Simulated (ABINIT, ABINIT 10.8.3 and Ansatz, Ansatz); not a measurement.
**Ba2ScCuO4 (P4/mmm): Bethe-Salpeter spectra with ABINIT**

Aim: the absorption spectrum of Ba2ScCuO4 (P4/mmm) with electron-hole interaction, and what each part of the kernel does.

Main program and level: ABINIT 10.8.3 and Ansatz 0.2.0; PBEsol and many-body steps on it, plane waves.

In doubt: a PseudoDojo file used here is known to give poor structures and forces, which bears on pressures, cells, forces and phonons.

### 1. Starting point

It takes space group P4/mmm (No. 123, tetragonal). Conventional cell: a = 4.177 Å, b = 4.177 Å, c = 8.079 Å, α = 90.00°, β = 90.00°, γ = 90.00°. Nearest to Ba lie 8 O at 2.81 to 2.97 Å. Nearest to Sc lie 6 O at 2.09 to 2.22 Å. Nearest to Cu lie 2 O at 1.82 Å. O has 2 Sc at 2.09 Å and 4 Ba at 2.81 Å nearest. O has 1 Cu at 1.82 Å and 1 Sc at 2.22 Å and 4 Ba at 2.97 Å nearest. Farther neighbours and most contacts between anions are not listed.

The cell and positions are those that the Materials Project relaxed with its own functionals (PBE, PBE+U or r2SCAN), kept fixed. Spin-orbit coupling is left out unless a step names it.

### 2. Empty states on the mesh, 2×2×1 mesh, 116 bands

This step: ABINIT 10.8.3; DFT, PBEsol, plane waves, norm-conserving pseudopotentials.

The sums over transitions need many empty states on a uniform mesh; this step solves for them.

run.abi

```
acell 3*1.0 Angstrom
rprim 
  4.176956000000 0.000000000000 0.000000000000
  0.000000000000 4.176956000000 0.000000000000
  0.000000000000 0.000000000000 8.078857000000
ntypat 4
znucl 56 21 29 8
natom 8
typat 1 1 2 3 4 4 4 4
xred 
  0.500000000000 0.500000000000 0.767977000000
  0.500000000000 0.500000000000 0.232023000000
  0.000000000000 0.000000000000 0.000000000000
  0.000000000000 0.000000000000 0.500000000000
  0.000000000000 0.500000000000 0.000000000000
  0.500000000000 0.000000000000 0.000000000000
  0.000000000000 0.000000000000 0.724671000000
  0.000000000000 0.000000000000 0.275329000000
pp_dirpath "pseudos"
pseudos "Ba.upf, Sc.upf, Cu.upf, O.upf"
ecut 42
ngkpt 2 2 1
nshiftk 1
shiftk 0 0 0
kptopt 1
chksymbreak 0
iscf -2
irdden 1
istwfk *1
nband 116
nbdbuf 10
tolwfr 1e-09
nstep 60
prtvol 0
indata_prefix "in"
outdata_prefix "out"
tmpdata_prefix "tmp"
```

The run is started by

```sh
> OMP_NUM_THREADS=1 mpirun -n 4 abinit run.abi > log
```

Numbers of over 12 decimals in the logs are rounded to 6 here.

The program printed:

```text
.Version 10.8.3 of ABINIT. v10.8.2 released Aug 2026.

 Symmetries : space group P4/m m m (#123); Bravais tP (primitive tetrag.)
[... echo of the input left out ...]
== DATASET  1 ==================================================================
-   mpi_nproc: 4, omp_nthreads: 1 (-1 if OMP is not activated)
-    --> not optimal distribution: autoparal keyword recommended in input file <--

--- !DatasetInfo
iteration_state: {dtset: 1, }
dimensions: {natom: 8, nkpt: 3, mband: 116, nsppol: 1, nspinor: 1, nspden: 1, mpw: 12409, }
cutoff_energies: {ecut:  42.0, pawecutdg:  -1.0, }
[...]
1.20907    1.22670    1.24760    1.25462    1.25583    1.25583    1.26293    1.28224
   1.28224    1.32275    1.32275    1.33839    1.34451    1.35264    1.35942    1.36042
   1.36042    1.36457    1.37230    1.37231
 prteigrs : prtvol=0 or 1, do not print more k-points.

== END DATASET(S) ==============================================================
================================================================================

 -outvars: echo values of variables after computation  --------
            nband         116
             nkpt           3
          spgroup         123
 [... the other variables as echoed above ...]

 Calculation completed.
```

The job ended after 53 s (4 MPI ranks of Arm Neoverse V1, shared host; peak memory 0.45 GiB; 3.5 min of CPU time).

This step gave:

| Item | Value |
| --- | --- |
| gap | 1.956 eV |
| k of the valence top | 0.5, 0.5, 0 |
| k of the conduction bottom | 0.5, 0, 0 |
| least direct gap | 1.995 eV |
| k points computed | 3 |
| lowest point of the top converged band, above the valence top | 29.14 eV |

On this mesh the gap is 1.956 eV.

The density comes from a self-consistent run that is not shown.

### 3. Screening, 2×2×1 mesh, 106 bands, screening to 98 eV

The RPA dielectric matrix is built and inverted for each q.

This step: RPA screening on PBEsol, plane waves, norm-conserving pseudopotentials.

Changes to run.abi since step 2:

```diff
@@ -26,10 +26,11 @@
 chksymbreak 0
-iscf -2
-irdden 1
 istwfk *1
-nband 116
-nbdbuf 10
-tolwfr 1e-09
-nstep 60
-prtvol 0
+occopt 1
+irdwfk 1
+optdriver 3
+nband 106
+ecuteps 3.6
+inclvkb 2
+awtr 1
+symchi 1
 indata_prefix "in"
```

The program printed:

```text
.Version 10.8.3 of ABINIT. v10.8.2 released Aug 2026.

 Symmetries : space group P4/m m m (#123); Bravais tP (primitive tetrag.)
[... echo of the input left out ...]
== DATASET  1 ==================================================================
-   mpi_nproc: 4, omp_nthreads: 1 (-1 if OMP is not activated)

--- !DatasetInfo
iteration_state: {dtset: 1, }
dimensions: {natom: 8, nkpt: 3, mband: 106, nsppol: 1, nspinor: 1, nspden: 1, mpw: 12409, }
cutoff_energies: {ecut:  42.0, pawecutdg:  -1.0, }
[...]
--------------------------------------------------------------------------------
[... chi0 elements left out ...]
 For q-point:  0.000010 0.000020 0.000030
  dielectric constant =   5.1998
  dielectric constant without local fields =   5.8107

  Average fulfillment of the sum rule on Im[epsilon] for q-point    1 :     40.94  [%]
[... wings left out ...]
  q-point number  2        q = ( 0.500000, 0.000000, 0.000000) [r.l.u.]
--------------------------------------------------------------------------------
[... chi0 elements left out ...]
  Average fulfillment of the sum rule on Im[epsilon] for q-point    2 :     43.49  [%]

 [... 1 further q-points ...]
```

Run time: 36 s. Hardware: 4 MPI ranks; peak memory 1.4 GiB; 2.4 min of CPU time.

Numbers from this step:

* ε∞ with local fields, on this mesh, along the program's q direction: 5.200
* the same without local fields: 5.811
* plasma frequency: 26.91 eV
* plane waves in the screening matrix: 313

Local fields lower ε∞ by 11 %. On a Γ-centred mesh this coarse the value itself is usually too large, while a short band sum pulls it down.

### 4. Self-energy, 2×2×1 mesh, 106 bands, screening to 98 eV

The self-energy is evaluated for the states that the input lists, and the levels follow from it, in one-shot runs by the linearised quasiparticle equation.

This step: G0W0 on PBEsol, plane waves, norm-conserving pseudopotentials.

Changes to run.abi since step 3:

```diff
@@ -29,8 +29,19 @@
 irdwfk 1
-optdriver 3
+optdriver 4
 nband 106
+gwcalctyp 0
+ecutsigx 42
+symsigma 1
+nkptgw 3
+kptgw 
+  0.5000000000 0.5000000000 0.0000000000
+  0.5000000000 0.0000000000 0.0000000000
+  0.0000000000 0.0000000000 0.0000000000
+bdgw 
+  36 39
+  36 39
+  36 39
 ecuteps 3.6
-inclvkb 2
-awtr 1
-symchi 1
+irdscr 1
+ppmodel 1
 indata_prefix "in"
```

The program printed:

```text
.Version 10.8.3 of ABINIT. v10.8.2 released Aug 2026.

 Symmetries : space group P4/m m m (#123); Bravais tP (primitive tetrag.)
[... echo of the input left out ...]
== DATASET  1 ==================================================================
-   mpi_nproc: 4, omp_nthreads: 1 (-1 if OMP is not activated)

--- !DatasetInfo
iteration_state: {dtset: 1, }
dimensions: {natom: 8, nkpt: 3, mband: 106, nsppol: 1, nspinor: 1, nspden: 1, mpw: 12409, }
cutoff_energies: {ecut:  42.0, pawecutdg:  -1.0, }
[...]
Minimum direct gap =   2.8374 [eV], located at k-point      :   0.5000  0.0000  0.0000
   Fundamental gap    =   2.8188 [eV], Top of valence bands at :   0.5000  0.5000  0.0000
                                       Bottom of conduction at :   0.5000  0.0000  0.0000

== END DATASET(S) ==============================================================
================================================================================

 -outvars: echo values of variables after computation  --------
           etotal      0.0000000000E+00
            nband         106
             nkpt           3
          spgroup         123
 [... the other variables as echoed above ...]

 Calculation completed.
```

The job ended after 13 s (4 MPI ranks; peak memory 1 GiB).

This step gave:

```yaml
g0w0_gap_on_the_points_computed: 2.819 eV
starting_gap_on_the_mesh: 1.956 eV
k_of_the_valence_top: 0.5, 0.5, 0
k_of_the_conduction_bottom: 0.5, 0, 0
least_direct_g0w0_gap_on_the_computed_points: 2.837 eV
```

The gap on the mesh goes from 1.96 eV to 2.82 eV, a correction of +0.86 eV.

The gap opens by 0.863 eV; the next steps shift the empty bands rigidly by 0.863 eV.

### 5. Excitons

Light makes an electron and a hole together. The Bethe-Salpeter equation adds their screened attraction and their exchange, in a window of bands around the gap.

This step: Bethe-Salpeter equation on PBEsol with a scissors shift, plane waves, norm-conserving pseudopotentials.

Changes to run.abi since step 4:

```diff
@@ -29,19 +29,17 @@
 irdwfk 1
-optdriver 4
-nband 106
-gwcalctyp 0
-ecutsigx 42
-symsigma 1
-nkptgw 3
-kptgw 
-  0.5000000000 0.5000000000 0.0000000000
-  0.5000000000 0.0000000000 0.0000000000
-  0.0000000000 0.0000000000 0.0000000000
-bdgw 
-  36 39
-  36 39
-  36 39
+optdriver 99
+bs_calctype 1
+mbpt_sciss 0.863 eV
+bs_loband 21
+nband 50
+bs_exchange_term 1
+bs_coulomb_term 11
+bs_coupling 0
+bs_algorithm 1
+bs_freq_mesh 0 9 0.05 eV
+zcut 0.15 eV
 ecuteps 3.6
+ecutwfn 21
+inclvkb 2
 irdscr 1
-ppmodel 1
 indata_prefix "in"
```

The program printed:

```text
.Version 10.8.3 of ABINIT. v10.8.2 released Aug 2026.

 Symmetries : space group P4/m m m (#123); Bravais tP (primitive tetrag.)
[... echo of the input left out ...]
== DATASET  1 ==================================================================
-   mpi_nproc: 4, omp_nthreads: 1 (-1 if OMP is not activated)

--- !DatasetInfo
iteration_state: {dtset: 1, }
dimensions: {natom: 8, nkpt: 3, mband: 50, nsppol: 1, nspinor: 1, nspden: 1, mpw: 4408, }
cutoff_energies: {ecut:  21.0, pawecutdg:  -1.0, }
electrons: {nelect:   7.40000000E+01, charge:   0.00000000E+00, occopt:   1.00000000E+00, tsmear:   1.00000000E-02, }

 Exciton: Calculation of dielectric properties by solving the Bethe-Salpeter equation
 in frequency domain and reciprocal space on a transitions basis set.
 Based on a program developed by L. Reining, V. Olevano, F. Sottile,
 S. Albrecht, and G. Onida. Incorporated in ABINIT by M. Giantomassi.

.Using double precision arithmetic ; gwpc =  8

[... cell and pseudopotentials left out ...]
--------------------------------------------------------------------------------

 ==== K-mesh for the wavefunctions ====
 Number of points in the irreducible wedge :     3
[... list of points left out ...]
 Together with 16 symmetry operations and time-reversal symmetry
 yields     4 points in the full Brillouin Zone.

 ==== Q-mesh for the screening function ====
 Number of points in the irreducible wedge :     3
[... list of points left out ...]
 Together with 16 symmetry operations and time-reversal symmetry
 yields     4 points in the full Brillouin Zone.

 vcoul_init : cutoff-mode = AUXILIARY_FUNCTION
 q-points for optical limit:   1
     1)      0.000010    0.000020    0.000030
 setmesh: FFT mesh size selected  =    24x   24x   45
          total number of points  =        25920

 ==== Fundamental parameters for the solution of the Bethe-Salpeter equation: ====
 Algorithm: Direct diagonalization.
 Dimension of the v, W matrices,  npweps  = 313
 Cutoff for the wavefunctions,    npwwfn  = 4379
 Number of k-points in the IBZ,   nkibz   = 3
 Highest empty band included,     nband   = 50
 === Spin UP ===
 Number of resonant transitions          884
 Lowest occupied state                   21
 Highest occupied state                  37
 Lowest unoccupied state                 38
 Highest unoccupied state                50
 Minimum frequency [eV]           Emin    =   0.00
 Maximum frequency [eV]           Emax    =   9.00
 Frequency step [eV]              dE      =   0.05
 Lorentzian broadening [eV]       eta     =   0.15
 RPA L0 with KS energies and KS wavefunctions
 Scissors operator energy [eV] =          0.86
 Local fields effects (v term) included
 Excitonic effects (W term) included
 Full W_GG' included
 W is read from an external SCR file
 Resonant-only calculation (Hermitian case)

 Calculating epsilon_Macro(q-->0,w), along the following directions:
 q = (  1.256258  0.000000  0.000000) [r.l.u.]
 q = (  0.000000  1.256258  0.000000) [r.l.u.]
 q = (  0.000000  0.000000  2.429791) [r.l.u.]
 q = (  1.256258  0.000000  0.000000) [r.l.u.]
 q = (  0.000000  1.256258  0.000000) [r.l.u.]
 q = (  0.000000  0.000000  2.429791) [r.l.u.]
 Number of electrons calculated from density =   73.8835; Expected =   74.0000
 average of density, n =  0.077675
 r_s =    1.4539
 omega_plasma =   26.8841 [eV]

. Writing resonant excitonic Hamiltonian on file out_BSR; file size=   0.01 [Gb].
 Direct diagonalization of the resonant excitonic Hamiltonian, Matrix size= 884
. Using LAPACK sequential version.
 Excitonic eigenvalues in eV up to n=   32
   1.81464   1.94086   1.94120   2.00239   2.11349   2.14916   2.48176   2.57800
   2.61637   2.62426   2.88000   2.88022   2.89396   2.93543   2.93611   3.02736
   3.13013   3.13156   3.18751   3.18825   3.19281   3.19528   3.19900   3.19913
   3.28702   3.28725   3.31279   3.31301   3.52966   3.52974   3.54389   3.54392

 First excitonic eigenvalue=    1.81 [eV]
 Last  excitonic eigenvalue=   14.33 [eV]

 GW  direct gap       2.86  0.00 [eV]
 EXC direct gap       1.81  0.00 [eV]
 EXC binding energy   1.04  0.00 [eV]

 Excitonic eigenvalues up to the GW energy gap [eV]
  1 (  1.81  0.00)
  2 (  1.94  0.00)
  3 (  1.94  0.00)
  4 (  2.00  0.00)
  5 (  2.11  0.00)
  6 (  2.15  0.00)
  7 (  2.48  0.00)
  8 (  2.58  0.00)
  9 (  2.62  0.00)
 10 (  2.62  0.00)

 Macroscopic dielectric function:
 omega [eV] <KS_RPA_nlf>  <GW_RPA_nlf>  <BSE>
   0.0000   4.7369   0.0000   4.1358   0.0000   4.9461   0.0000
   0.0500   4.7375   0.0034   4.1361   0.0018   4.9468   0.0038
   0.1000   4.7392   0.0069   4.1370   0.0035   4.9486   0.0076
   0.1500   4.7420   0.0104   4.1384   0.0053   4.9518   0.0114
   0.2000   4.7460   0.0139   4.1405   0.0070   4.9562   0.0153
   0.2500   4.7512   0.0174   4.1431   0.0088   4.9619   0.0192
   0.3000   4.7575   0.0210   4.1463   0.0106   4.9688   0.0231
   0.3500   4.7651   0.0247   4.1501   0.0124   4.9771   0.0272
   0.4000   4.7739   0.0285   4.1546   0.0143   4.9868   0.0313
   0.4500   4.7839   0.0323   4.1596   0.0161   4.9978   0.0355

 Writing KS-RPA macroscopic dielectric function without local fields to file: out_RPA_NLF_MDF
 Writing GW-RPA macroscopic dielectric function without local fields to file: out_GW_NLF_MDF
 Writing EXC Macroscopic dielectric function to file: out_EXC_MDF

== END DATASET(S) ==============================================================
================================================================================

 -outvars: echo values of variables after computation  --------
           etotal      0.0000000000E+00
            nband          50
             nkpt           3
          spgroup         123
 [... the other variables as echoed above ...]

 Calculation completed.
```

It took 56 s on 4 MPI ranks; peak memory 0.57 GiB; 3.7 min of CPU time.

This step gave:

| Quantity | Value |
| --- | --- |
| direct gap of the transition levels | 2.858 eV |
| transitions in the window | 884 |
| first strong exciton (over a fiftieth of the strongest listed) | 2.002 eV |
| lowest state | 1.815 eV |
| binding of the lowest state below the direct gap | 1.044 eV |
| Coulomb term of one mesh cell | 0.9520 eV |

The binding is 1.1 times the screened Coulomb term of one mesh cell (0.95 eV), so it is not shown settled.

The lowest state lies at 1.815 eV, 1.044 eV under the direct gap.

Lines within 3 meV are set at the lowest of them, and the highest group, which the list may cut short, is left out. Lines of the exciton spectrum (strongest = 100):

```csv
position (eV),lines merged,"oscillator strength, relative"
1.815,1,0.0
1.941,2,0.2
2.002,1,31
2.114,1,0.0
2.149,1,0.0
2.482,1,0.0
2.578,1,28
2.616,1,0.0
2.624,1,0.0
2.880,2,26
2.894,1,0.4
2.935,2,100
```

The ε₂ has structure finer than the step of the table below, so its rows give means over 0.25 eV, whole bins alone (the curve runs from 0 to 9 eV). Peaks (eV: height): BSE 3.250: 7.19, 3.650: 7.02, 5.000: 7.64, 6.300: 7.88, 8.150: 3.60; no electron-hole interaction 4.300: 7.11, 5.450: 3.18, 6.250: 6.88, 7.700: 6.67, 8.250: 4.12, 8.750: 4.92; Kohn-Sham, no shift 3.450: 7.12, 4.600: 3.18, 5.400: 6.87, 6.850: 6.67, 7.400: 4.13, 7.900: 4.96.

Mean over the three Cartesian directions of q; broadening 0.15 eV; transition window only. Limits: finite bands, cutoff and mesh; d shell near the gap, gap tends to lie low; no spin-orbit coupling; coarse k mesh; exciton not shown settled in the k mesh. ε₂ against photon energy; means over each step:

```csv
photon energy (eV),BSE,no electron-hole interaction,"Kohn-Sham, no shift"
0.25,0.0192,0.00883,0.0175
0.50,0.0401,0.0181,0.0365
0.75,0.0646,0.0281,0.0589
1.00,0.0963,0.0394,0.0881
1.25,0.143,0.0529,0.132
1.50,0.230,0.0698,0.213
1.75,0.493,0.0925,0.455
2.00,1.09,0.126,0.993
2.25,0.890,0.183,1.14
2.50,1.56,0.318,2.15
2.75,3.03,0.797,1.94
3.00,5.14,1.01,3.18
3.25,6.56,1.79,5.48
3.50,5.69,1.97,6.64
3.75,5.62,2.40,4.92
4.00,3.02,4.58,3.26
4.25,2.02,6.39,1.97
4.50,3.06,5.94,2.63
4.75,5.08,3.87,2.50
5.00,7.12,2.39,3.53
5.25,7.03,2.14,5.78
5.50,5.79,2.83,6.37
5.75,5.06,2.65,5.31
6.00,4.32,4.81,4.96
6.25,6.66,6.49,3.53
6.50,5.03,5.84,2.81
6.75,3.69,4.87,5.42
7.00,2.82,4.57,5.17
7.25,2.26,2.71,3.51
7.50,2.64,3.94,3.66
7.75,2.96,6.13,3.72
8.00,3.13,3.75,4.17
8.25,3.13,3.84,3.65
8.50,1.87,3.30,3.19
8.75,1.37,4.45,2.36
```

[end of part 1 of 3]

[Paths, hosts, dates, memory and timing lines, banners, echoed tables and standing remarks are left out of the program output.]

[Logs are printed without paths, hosts, clocks, repeated set-up lines and the standing remarks that a program may print on its own settings, such as how far it seeks lower states.]

[Runs of the session that timed out or met a known fault of the program may be left out.]

[Hosts, paths, dates, database ids (printed as entryN), source tags and the programs' standing remarks are cut or masked in the printed files.]

[G0W0 gaps are taken among the corrected bands and points alone; a level outside them can change the order at an edge.]

[Where Ansatz stands beside ABINIT at settings called matched, ABINIT's density can come from a denser mesh and the files from another edition; pairs whose starting gaps differed by over 0.03 eV were left out, so agreement reads better than it is.]
